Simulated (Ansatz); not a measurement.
# La on Ni(100): change of the work function

How does La on the hollow site change the work function of Ni(100) as the layer fills?

Calculated with Ansatz 0.2.0; plane-wave DFT, PBE, Ansatz PAW.

### Step 1. Set-up

The cell holds 4 atoms: 4 Ni. Cell: a = 2.489 Å, b = 2.489 Å, c = 23.280 Å, α = 90.0°, β = 90.0°, γ = 90.0°. Vacuum lies along c.

As a file:

```cif
data_structure
_symmetry_space_group_name_H-M 'P 1'
_symmetry_Int_Tables_number 1
_cell_length_a 2.4890
_cell_length_b 2.4890
_cell_length_c 23.2800
_cell_angle_alpha 90.000
_cell_angle_beta 90.000
_cell_angle_gamma 90.000
_cell_volume 144.22
loop_
_atom_site_label
_atom_site_type_symbol
_atom_site_fract_x
_atom_site_fract_y
_atom_site_fract_z
_atom_site_occupancy
Ni1 Ni 0.50000 0.50000 0.38660 1
Ni2 Ni 0.00000 0.00000 0.46220 1
Ni3 Ni 0.50000 0.50000 0.53780 1
Ni4 Ni 0.00000 0.00000 0.61340 1
```

### Step 2. The clean slab

The bare slab comes first, as the zero from which every change is counted. The two lowest layers are held at bulk places and the upper ones relax. The dipole correction removes the false field that a one-sided slab makes across the periodic vacuum, so each face gets a flat vacuum level of its own.

File input.yaml:

```yaml
crystal:
  lattice:
    - [2.4890158698, 0.0, 0.0]
    - [0.0, 2.4890158698, 0.0]
    - [0.0, 0.0, 23.28]
  atoms:
    - { symbol: Ni, position: [0.5, 0.5, 0.3865979381], spin: 0.7 }
    - { symbol: Ni, position: [0.0, 0.0, 0.4621993127], spin: 0.7 }
    - { symbol: Ni, position: [0.5, 0.5, 0.5378006873], spin: 0.7 }
    - { symbol: Ni, position: [0.0, 0.0, 0.6134020619], spin: 0.7 }
magnetization:
  spin_polarized: true
kpoints:
  mp_grid: { grid: [12, 12, 1] }
hamiltonian:
  xc: pbe
scf:
  occupations: { method: fermi_dirac, width: 0.1 }
  convergence: { dr2_threshold: 1.0e-08 }
efield:
  axis: 3
  dipole_correction: true
  ramp_position: 0.97
  ramp_width: 0.06
relax:
  f_tol: 0.02
  max_steps: 60
  constraints: [{ sites: [0, 1] }]
output:
  write_potential: true
  write_density: true
  volumetric_format: npy
```

Command:

```
$ ansatz run input.yaml --threads 4 --pin off --max-ram 16384MiB --backend cpu --events-out ev --progress --plain --runs-dir out
```

Numbers of over 12 decimals in the logs are rounded to 6 here.

The program printed:

```text
Engine: ansatz 0.2.0, aarch64-unknown-linux-gnu
Pseudopotentials: kind: paw
Pseudopotential: Ni, paw, valence charge 18, recommended cutoff 420 eV (normal), Ni.paw.azcp
Functional definition: PBE
  parameter kappa = 0.804
  parameter beta = 0.066725
  exchange = pbe_x(kappa = kappa, mu = beta*pi^2/3)
  correlation = pbe_c(beta = beta)
Crystal: 4 atoms, lattice volume = 144.224 Å³
Basis set: ecut = 420 eV, 2797 PW (Γ), exchange–correlation on 36×36×320 points (8 copies of the dense FFT grid, shifted against one another)
Bands: 45, of which v1, the nominal top of the filled ones, is band 36 counted from 1 (35 counted from 0)
Symmetry: 8 space group operations
k-points: 28 of 144
Non-local potential: Ni, projectors of the file, l = 0: 3, l = 1: 2, l = 2: 3, l = 3: 1
PAW form: soft (Blöchl's): semilocal exchange-correlation on the pseudo side does not see the compensation charge
PAW one-centre angular grid: Ni, 590 points (default); XC on 64 Gauss nodes
Initial density: superposition of atomic densities (neutral atoms: chi_scale 0, normalization atom)
Starting moments: Σ|m| = 2.8 μB on 4 of 4 sites
Initial wavefunctions: pseudopotential atomic-orbital guess
Functional: x = pbe(κ = 0.804, μ = 0.219515), c = pbe(β = 0.066725)
SCF iter   1: F=—  HF=-23353.273584 eV  |F-HF|=—  |Δ(HF+E_count)|=         —  Δρ=2.27e-2 (↑1.48e-2 ↓2.27e-2)  dr2=3.71e0  dr2_m=2.44e-1  M=2.982 μB ∫|m|=3.119 μB  β_m=1.00  ethr=3.10e-3  p=-0.000 e·Å  D=-6.64e-14 V/Å  ΔV_dip=0.00 eV  dr2_dipole=1.56e-8  V_vac-E_F(+/−)=7.12/7.12 eV  ⟨swp⟩=12.1  Hψ=13190  notcnv=0  defer=20
Mixer restart at iter 1: flushing history
efield: sawtooth ramp at fractional position 0.9700 (set: `efield.ramp_position`, or a place that a band, a saddle search or an elastic batch's reference lends), width 0.0600; the density the first Hamiltonian is built on has a dipole p = -0.000 e·Å; the dipole correction subtracts the counter field D = -6.64e-14 V/Å, which shifts the + side's vacuum level by +0.00 eV against the − side's; the planar-averaged density in the ramp window peaks in size at 2.1e-5 e/Å³
preconditioner: auto → LDOS  [metal: Δε(μ)=0.011 eV  Ē_g=6.947 eV  σ=0.100 eV  W_gap=0.03  n_scr=18 (ndim 8)  ℏωp=19.6 eV  f_vac=0.627  D(μ)=8.52/eV (n_scr^D=84)]
spin=Collinear: LDOS preconditioning applied to the charge; magnetization (m = ρ↑ − ρ↓) channel mixes plain (no charge-response kernel on spin).
SCF iter   2: F=—  HF=-23353.965802 eV  |F-HF|=—  |Δ(HF+E_count)|=   6.92e-1  Δρ=1.21e-2 (↑1.21e-2 ↓9.33e-3)  dr2=7.32e-1  dr2_m=5.55e-3  M=2.942 μB ∫|m|=3.205 μB  β_m=0.33  ethr=3.10e-3  p=-0.000 e·Å  D=-5.03e-4 V/Å  ΔV_dip=0.01 eV  dr2_dipole=3.44e-4  V_vac-E_F(+/−)=6.25/6.24 eV  ⟨swp⟩=2.6  Hψ=4391  notcnv=0  defer=71
density mixer auto → msr1: a metal under ldos (density of states about μ 3.98 of a free-electron gas's, 18 screened modes)
SCF iter   3: F=—  HF=-23355.551918 eV  |F-HF|=—  |Δ(HF+E_count)|=    1.59e0  Δρ=4.88e-3 (↑4.88e-3 ↓4.71e-3)  dr2=1.34e-1  dr2_m=2.77e-3  M=2.939 μB ∫|m|=3.247 μB  β_m=0.46  ethr=1.02e-3  p=0.000 e·Å  D=3.79e-5 V/Å  ΔV_dip=-0.00 eV  dr2_dipole=3.40e-4  V_vac-E_F(+/−)=5.73/5.73 eV  ⟨swp⟩=3.0  Hψ=4152  notcnv=0  defer=71
SCF iter   4: F=—  HF=-23356.854318 eV  |F-HF|=—  |Δ(HF+E_count)|=         —  Δρ=5.23e-3 (↑4.55e-3 ↓5.23e-3)  dr2=8.94e-2  dr2_m=2.31e-3  M=2.908 μB ∫|m|=3.268 μB  β_m=0.46  ethr=1.86e-4  p=0.000 e·Å  D=3.25e-4 V/Å  ΔV_dip=-0.01 eV  dr2_dipole=2.72e-4  V_vac-E_F(+/−)=5.25/5.26 eV  ⟨swp⟩=3.1  Hψ=4802  notcnv=0  defer=73
SCF iter   5: F=—  HF=-23357.159715 eV  |F-HF|=—  |Δ(HF+E_count)|=   3.05e-1  Δρ=4.07e-3 (↑1.37e-3 ↓4.07e-3)  dr2=2.79e-2  dr2_m=4.11e-3  M=2.834 μB ∫|m|=3.203 μB  β_m=0.73  ethr=1.24e-4  p=0.000 e·Å  D=4.54e-4 V/Å  ΔV_dip=-0.01 eV  dr2_dipole=8.32e-6  V_vac-E_F(+/−)=5.09/5.10 eV  ⟨swp⟩=2.2  Hψ=4058  notcnv=0  defer=82
SCF iter   6: F=—  HF=-23357.242206 eV  |F-HF|=—  |Δ(HF+E_count)|=   8.25e-2  Δρ=3.24e-3 (↑1.11e-3 ↓3.24e-3)  dr2=1.63e-2  dr2_m=1.92e-3  M=2.757 μB ∫|m|=3.129 μB  β_m=0.87  ethr=3.88e-5  p=0.000 e·Å  D=5.27e-6 V/Å  ΔV_dip=-0.00 eV  dr2_dipole=5.76e-6  V_vac-E_F(+/−)=4.96/4.96 eV  ⟨swp⟩=2.1  Hψ=4145  notcnv=0  defer=90
SCF iter   7: F=—  HF=-23357.242451 eV  |F-HF|=—  |Δ(HF+E_count)|=   2.45e-4  Δρ=1.82e-3 (↑1.56e-3 ↓1.82e-3)  dr2=9.87e-3  dr2_m=8.37e-5  M=2.755 μB ∫|m|=3.127 μB  β_m=0.66  ethr=2.26e-5  p=0.000 e·Å  D=3.27e-4 V/Å  ΔV_dip=-0.01 eV  dr2_dipole=7.54e-5  V_vac-E_F(+/−)=4.88/4.89 eV  ⟨swp⟩=2.4  Hψ=4725  notcnv=0  defer=98
SCF iter   8: F=—  HF=-23357.240247 eV  |F-HF|=—  |Δ(HF+E_count)|=   2.20e-3  Δρ=2.55e-4 (↑1.49e-4 ↓2.55e-4)  dr2=1.70e-4  dr2_m=2.56e-5  M=2.755 μB ∫|m|=3.126 μB  β_m=0.74  ethr=1.37e-5  p=-0.000 e·Å  D=-1.23e-5 V/Å  ΔV_dip=0.00 eV  dr2_dipole=2.02e-6  V_vac-E_F(+/−)=4.91/4.91 eV  ⟨swp⟩=2.0  Hψ=3863  notcnv=0  defer=95
SCF iter   9: F=—  HF=-23357.240285 eV  |F-HF|=—  |Δ(HF+E_count)|=   3.76e-5  Δρ=2.28e-4 (↑1.75e-4 ↓2.28e-4)  dr2=8.95e-5  dr2_m=2.42e-5  M=2.752 μB ∫|m|=3.123 μB  β_m=0.72  ethr=2.35e-7  p=0.000 e·Å  D=1.30e-4 V/Å  ΔV_dip=-0.00 eV  dr2_dipole=5.69e-6  V_vac-E_F(+/−)=4.89/4.89 eV  ⟨swp⟩=3.1  Hψ=5271  notcnv=0  defer=95
SCF iter  10: F=—  HF=-23357.240274 eV  |F-HF|=—  |Δ(HF+E_count)|=   1.09e-5  Δρ=1.36e-4 (↑1.03e-4 ↓1.36e-4)  dr2=4.25e-5  dr2_m=4.06e-6  M=2.751 μB ∫|m|=3.123 μB  β_m=0.67  ethr=1.24e-7  p=-0.000 e·Å  D=-5.54e-5 V/Å  ΔV_dip=0.00 eV  dr2_dipole=1.87e-7  V_vac-E_F(+/−)=4.88/4.88 eV  ⟨swp⟩=2.4  Hψ=4528  notcnv=0  defer=95
SCF iter  11: F=—  HF=-23357.240265 eV  |F-HF|=—  |Δ(HF+E_count)|=   9.06e-6  Δρ=4.37e-5 (↑3.22e-5 ↓4.37e-5)  dr2=6.03e-6  dr2_m=2.14e-7  M=2.751 μB ∫|m|=3.123 μB  β_m=0.74  ethr=5.90e-8  p=-0.000 e·Å  D=-1.22e-5 V/Å  ΔV_dip=0.00 eV  dr2_dipole=2.15e-7  V_vac-E_F(+/−)=4.88/4.88 eV  ⟨swp⟩=2.0  Hψ=3372  notcnv=0  defer=95
SCF iter  12: F=—  HF=-23357.240265 eV  |F-HF|=—  |Δ(HF+E_count)|=   8.19e-7  Δρ=7.77e-6 (↑5.13e-6 ↓7.77e-6)  dr2=2.11e-7  dr2_m=3.19e-8  M=2.751 μB ∫|m|=3.123 μB  β_m=0.71  ethr=8.37e-9  p=-0.000 e·Å  D=-5.47e-7 V/Å  ΔV_dip=0.00 eV  dr2_dipole=4.73e-9  V_vac-E_F(+/−)=4.88/4.88 eV  ⟨swp⟩=2.5  Hψ=4584  notcnv=0  defer=95
SCF iter  13: F=—  HF=-23357.240266 eV  |F-HF|=—  |Δ(HF+E_count)|=   2.51e-7  Δρ=4.71e-6 (↑3.25e-6 ↓4.71e-6)  dr2=1.09e-8  dr2_m=1.71e-8  M=2.751 μB ∫|m|=3.123 μB  β_m=0.85  ethr=2.92e-10  p=-0.000 e·Å  D=-2.02e-7 V/Å  ΔV_dip=0.00 eV  dr2_dipole=1.17e-10  V_vac-E_F(+/−)=4.88/4.88 eV  ⟨swp⟩=2.6  Hψ=4075  notcnv=0  defer=95
[...]
spin=Collinear: LDOS preconditioning applied to the charge; magnetization (m = ρ↑ − ρ↓) channel mixes plain (no charge-response kernel on spin).
SCF iter   2: F=—  HF=-23357.251606 eV  |F-HF|=—  |Δ(HF+E_count)|=   2.09e-3  Δρ=4.93e-4 (↑4.93e-4 ↓4.31e-4)  dr2=2.42e-3  dr2_m=1.26e-5  M=2.753 μB ∫|m|=3.125 μB  β_m=0.33  ethr=1.74e-5  p=0.001 e·Å  D=8.92e-4 V/Å  ΔV_dip=-0.02 eV  dr2_dipole=6.01e-4  V_vac-E_F(+/−)=4.85/4.87 eV  ⟨swp⟩=2.0  Hψ=4020  notcnv=0  defer=97
density mixer auto → msr1: a metal under ldos (density of states about μ 3.61 of a free-electron gas's, 18 screened modes)
SCF iter   3: F=—  HF=-23357.251435 eV  |F-HF|=—  |Δ(HF+E_count)|=   1.71e-4  Δρ=4.88e-4 (↑4.88e-4 ↓2.49e-4)  dr2=7.45e-4  dr2_m=9.24e-5  M=2.753 μB ∫|m|=3.125 μB  β_m=0.45  ethr=3.36e-6  p=0.001 e·Å  D=1.05e-3 V/Å  ΔV_dip=-0.02 eV  dr2_dipole=1.32e-4  V_vac-E_F(+/−)=4.85/4.87 eV  ⟨swp⟩=1.7  Hψ=2899  notcnv=0  defer=97
SCF iter   4: F=—  HF=-23357.251505 eV  |F-HF|=—  |Δ(HF+E_count)|=   7.03e-5  Δρ=2.40e-4 (↑2.32e-4 ↓2.40e-4)  dr2=9.17e-5  dr2_m=6.34e-5  M=2.751 μB ∫|m|=3.123 μB  β_m=0.53  ethr=1.03e-6  p=0.000 e·Å  D=5.67e-4 V/Å  ΔV_dip=-0.01 eV  dr2_dipole=1.16e-5  V_vac-E_F(+/−)=4.86/4.88 eV  ⟨swp⟩=1.7  Hψ=3009  notcnv=0  defer=97
SCF iter   5: F=—  HF=-23357.251553 eV  |F-HF|=—  |Δ(HF+E_count)|=   4.73e-5  Δρ=1.13e-4 (↑1.13e-4 ↓1.13e-4)  dr2=1.01e-5  dr2_m=1.59e-5  M=2.750 μB ∫|m|=3.121 μB  β_m=0.77  ethr=1.27e-7  p=0.000 e·Å  D=2.75e-4 V/Å  ΔV_dip=-0.01 eV  dr2_dipole=3.83e-6  V_vac-E_F(+/−)=4.88/4.88 eV  ⟨swp⟩=2.0  Hψ=4028  notcnv=0  defer=97
SCF iter   6: F=—  HF=-23357.251569 eV  |F-HF|=—  |Δ(HF+E_count)|=   1.68e-5  Δρ=7.85e-5 (↑5.66e-5 ↓7.85e-5)  dr2=3.06e-5  dr2_m=6.48e-7  M=2.749 μB ∫|m|=3.121 μB  β_m=0.66  ethr=1.40e-8  p=0.000 e·Å  D=1.78e-5 V/Å  ΔV_dip=-0.00 eV  dr2_dipole=5.27e-6  V_vac-E_F(+/−)=4.88/4.88 eV  ⟨swp⟩=2.9  Hψ=5189  notcnv=0  defer=97
SCF iter   7: F=—  HF=-23357.251567 eV  |F-HF|=—  |Δ(HF+E_count)|=   2.71e-6  Δρ=2.42e-5 (↑2.42e-5 ↓2.05e-5)  dr2=3.45e-6  dr2_m=1.89e-7  M=2.749 μB ∫|m|=3.120 μB  β_m=0.58  ethr=1.40e-8  p=0.000 e·Å  D=3.63e-5 V/Å  ΔV_dip=-0.00 eV  dr2_dipole=8.56e-7  V_vac-E_F(+/−)=4.88/4.88 eV  ⟨swp⟩=2.1  Hψ=4400  notcnv=0  defer=97
SCF iter   8: F=—  HF=-23357.251567 eV  |F-HF|=—  |Δ(HF+E_count)|=   1.66e-7  Δρ=1.64e-5 (↑7.45e-6 ↓1.64e-5)  dr2=4.32e-7  dr2_m=7.81e-8  M=2.749 μB ∫|m|=3.120 μB  β_m=0.56  ethr=4.79e-9  p=0.000 e·Å  D=4.07e-5 V/Å  ΔV_dip=-0.00 eV  dr2_dipole=1.84e-8  V_vac-E_F(+/−)=4.88/4.88 eV  ⟨swp⟩=2.3  Hψ=3809  notcnv=0  defer=97
SCF iter   9: F=—  HF=-23357.251567 eV  |F-HF|=—  |Δ(HF+E_count)|=   2.07e-7  Δρ=6.24e-6 (↑6.24e-6 ↓5.99e-6)  dr2=8.24e-8  dr2_m=2.06e-8  M=2.748 μB ∫|m|=3.120 μB  β_m=0.54  ethr=5.99e-10  p=0.000 e·Å  D=3.78e-5 V/Å  ΔV_dip=-0.00 eV  dr2_dipole=2.68e-9  V_vac-E_F(+/−)=4.88/4.88 eV  ⟨swp⟩=2.8  Hψ=4697  notcnv=0  defer=97
SCF iter  10: F=—  HF=-23357.251567 eV  |F-HF|=—  |Δ(HF+E_count)|=   6.17e-9  Δρ=4.09e-6 (↑1.46e-6 ↓4.09e-6)  dr2=1.13e-8  dr2_m=8.02e-9  M=2.748 μB ∫|m|=3.120 μB  β_m=0.58  ethr=1.14e-10  p=0.000 e·Å  D=4.37e-5 V/Å  ΔV_dip=-0.00 eV  dr2_dipole=1.51e-10  V_vac-E_F(+/−)=4.88/4.88 eV  ⟨swp⟩=2.6  Hψ=4349  notcnv=0  defer=97
SCF iter  11: F=—  HF=-23357.251567 eV  |F-HF|=—  |Δ(HF+E_count)|=   2.98e-8  Δρ=1.39e-6 (↑1.36e-6 ↓1.39e-6)  dr2=4.66e-9  dr2_m=1.47e-9  M=2.748 μB ∫|m|=3.120 μB  β_m=0.55  ethr=1.57e-11  p=0.000 e·Å  D=4.29e-5 V/Å  ΔV_dip=-0.00 eV  dr2_dipole=9.20e-10  V_vac-E_F(+/−)=4.88/4.88 eV  ⟨swp⟩=2.4  Hψ=4326  notcnv=0  defer=97
SCF iter  12: F=-23357.251567 eV  HF=-23357.251567 eV  |F-HF|=7.57e-10  |Δ(HF+E_count)|=  5.49e-10  Δρ=7.52e-7 (↑2.53e-7 ↓7.52e-7)  dr2=3.20e-9  dr2_m=1.72e-10  M=2.748 μB ∫|m|=3.120 μB  ethr=6.47e-12  p=0.000 e·Å  D=4.46e-5 V/Å  ΔV_dip=-0.00 eV  dr2_dipole=5.72e-10  V_vac-E_F(+/−)=4.88/4.88 eV  ⟨swp⟩=6.8  Hψ=16927  notcnv=0
SCF 3 converged in 12 iterations: F = -23357.251567 eV  dr2 = 3.20e-9
  greatest PAW one-centre occupation: 1.001 electrons in one spin orbital (limit 2), on the Ni atom at site 3 (counted from 0), in its partial waves of l = 1
relax step   3: F+E_penalty+E_count = -23357.25156681 eV  Δ(F+E_penalty+E_count) = -4.782e-3 eV  max|allowed force component| = 1.641e-2 eV/Å  Δτ_max = 0.0268 Å  (12 SCF iters, accepted)
NSCF: frozen V_eff on 28 k-points
the band table was solved once a step of the walk had ended and its energy, with any forces and stress, was formed, with the checks that follow a solve (14611 applications of the Hamiltonian). They found nothing against the state; the energy, forces and stress were not computed again (output.eigenvalues in the input reference)
WARN: The output density's exchange-correlation potential varies sharply where the density is thin. Do not read a vacuum level from v_tot or v_xc, or from such a field of the output density. On a cell that repeats whose density bears no net charge and no dipole along the vacuum's axis use v_es (v_loc + v_h of the components); under efield.dipole_correction with no amplitude use v_es + v_field, which holds any externa [...]
SCF converged after 12 iterations
Magnetization: 2.7484 μB (37.3742 up, 34.6258 down)
Absolute magnetization: 3.1226 μB (∫|ρ↑−ρ↓|, with the PAW one-centre terms)
Spin contamination: 0.0390 ħ² per cell (⟨S²⟩ above its minimum at these occupations)
Per-site moments (μB) at R_I (Å): [(0.762882, 1.026719), (0.693008, 1.026719), (0.696430, 1.007501), (0.757957, 1.007501)]
Free energy (F): -23357.251567 eV
Harris-Foulkes:  -23357.251567 eV  (|F-HF|=7.57e-10)
Internal energy: -23357.011351 eV  (E = F + TS)
E sigma→0 (E₀):  -23357.131459 eV
Entropy (-TS):   -0.240216 eV (-60.054 meV/atom)
Fermi energy:    2.140071 eV
Dipole field:    D = 0.000007 V/Å  (p = 0.000005 e·Å, saw-weighted, corrected)
Work function:   Φ+ = 4.8828 eV   Φ− = 4.8830 eV
Levels:          The Fermi level and band energies are counted from a zero that moves with the ramp; work functions are not
--- Per-component energies (eV) ---
  E_band       = -2276.906345
  E_kinetic    = 1125.839533
  E_local      = -160320.748932  (includes V_loc(G=0)·N_el)
  E_nonlocal   = 2550.732735
  E_hartree    = 78456.167761
  E_xc         = -335.347102
  E_vxc        = -432.080379  (∫ρ·V_xc dr)
  E_paw        = -6525.524435  (= ΣΔE_a)
  E_vpaw       = -2112.983651  (= ΣTr[D̂ρ^β])
  E_aug_tail   = 0.002110  (compensation charges beyond the density's cutoff)
  E_efield     = 0.000000  (sawtooth field / dipole correction)
  E_vefield    = 0.000003  (∫n·V_field dr)
  E_ewald      = 61691.866980
  E_smearing   = -0.240216  (= −TS)
  E_closure    = 0.000000  (closes the sum)
  Σ components = -23357.251567   (vs F -23357.251567, Δ=0.00e0)
--- Forces (eV/Å), atoms counted from 1 ---
  atom   1  Ni    -0.00000000     0.00000000     0.33191247
  atom   2  Ni     0.00000000     0.00000000    -0.32933739
  atom   3  Ni    -0.00000000     0.00000000    -0.01641498
  atom   4  Ni     0.00000000     0.00000000     0.01385192
  max |Σ_I F_I| component: 1.20e-5 eV/Å
--- Band table (eV; the first three rows and the last of 56) ---
  k-point 0 ↑: bands = [... 32 lower, 1.1728, 1.2119, 1.2119, 1.4613, 1.5649, 1.5845, 1.5845, 2.2601, ... 5 higher]
  k-point 1 ↑: bands = [... 32 lower, 0.9720, 1.0134, 1.3137, 1.3535, 1.3948, 1.5289, 1.6083, 2.6289, ... 5 higher]
  k-point 2 ↑: bands = [... 32 lower, 0.8601, 0.8667, 1.2735, 1.3092, 1.4367, 1.5181, 1.6057, 3.3597, ... 5 higher]
  k-point 27 ↓: bands = [... 32 lower, 2.4956, 2.5557, 2.7827, 2.8183, 5.6265, 5.6265, 8.0826, 8.0826, ... 5 higher]
--- Relaxed structure (3 steps of the walk, 3 accepted, 0 SCFs on fresh bases) ---
  F+E_penalty+E_count = -23357.25156681 eV   max|allowed force component| = 1.641e-2 eV/Å
  atoms:
    - { symbol: Ni, position: [0.5, 0.5, 0.386598] }
    - { symbol: Ni, position: [0.0, 0.0, 0.4621993127] }
    - { symbol: Ni, position: [0.5, 0.5, 0.538752] }
    - { symbol: Ni, position: [0, 0.0, 0.611496] }
```

Wall time 41 s (4 threads of Arm Neoverse V2, shared host); peak memory 0.59 GiB; 2.6 min of CPU time.

Relaxation path:

```csv
step,energy less that of the first step (eV),largest force component (eV/Å)
1,0.0000,0.3940
2,-0.0065,0.2673
3,-0.0113,0.0164
```

The run keeps the 8 symmetry operations that it works with, so distortions that break them were not tested.

The atoms that moved most (Å):

```csv
atom,dx,dy,dz,length
Ni4,0.000,0.000,-0.044,0.044
Ni3,0.000,0.000,0.022,0.022
```

The relaxed structure:

```cif
data_structure
_symmetry_space_group_name_H-M 'P 1'
_symmetry_Int_Tables_number 1
_cell_length_a 2.4890
_cell_length_b 2.4890
_cell_length_c 23.2800
_cell_angle_alpha 90.000
_cell_angle_beta 90.000
_cell_angle_gamma 90.000
_cell_volume 144.22
loop_
_atom_site_label
_atom_site_type_symbol
_atom_site_fract_x
_atom_site_fract_y
_atom_site_fract_z
_atom_site_occupancy
Ni1 Ni 0.50000 0.50000 0.38660 1
Ni2 Ni 0.00000 0.00000 0.46220 1
Ni3 Ni 0.50000 0.50000 0.53875 1
Ni4 Ni 0.00000 0.00000 0.61150 1
```

This step gave:

```yaml
energy_at_zero_smearing: -23357.1315 eV
total_moment: 2.748 μB
site_moments: 0.7629, 0.6930, 0.6964, 0.7580 μB
work_function_upper_face: 4.883 eV
dipole_along_the_normal: 5.34e-6 e·Å
```

Running mean over 1.76 Å of the planar mean; the ramp of the sawtooth is left out. Electron's electrostatic potential energy less the Fermi level against z:

```csv
z (Å),electron's electrostatic potential energy less the Fermi level (eV)
3.0,4.88
3.5,4.88
4.0,4.88
4.5,4.88
5.0,4.88
5.5,4.87
6.0,4.84
6.5,4.74
7.0,4.38
7.5,2.92
8.0,-1.70
8.5,-7.37
9.0,-9.86
9.5,-10.2
10.0,-10.3
10.5,-10.3
11.0,-10.3
11.5,-10.1
12.0,-10.2
12.5,-10.4
13.0,-10.9
13.5,-11.0
14.0,-10.5
14.5,-9.08
15.0,-4.60
15.5,1.15
16.0,3.97
16.5,4.63
17.0,4.81
17.5,4.86
18.0,4.88
18.5,4.88
19.0,4.88
19.5,4.88
20.0,4.88
```

Site moment by atom:

```csv
atom,site moment (μB)
Ni1,0.763
Ni2,0.693
Ni3,0.696
Ni4,0.758
```

The relaxation took 3 steps and lowered the energy by 0.011 eV; the largest force on the free atoms ends at 0.016 eV/Å.

The work function of the upper face is 4.88 eV.

(Part 1 of 4 ends here.)

[Logs are printed without paths, hosts, clocks, repeated set-up lines and the standing remarks that a program may print on its own settings, such as how far it seeks lower states.]

[Hosts, paths, dates, database ids (printed as entryN), source tags and the programs' standing remarks are cut or masked in the printed files.]

[Maps of the electrostatic potential energy from Ansatz leave out the sawtooth potential of an applied field or a dipole correction, so their vacuum need not be flat; planar profiles and work functions include it.]
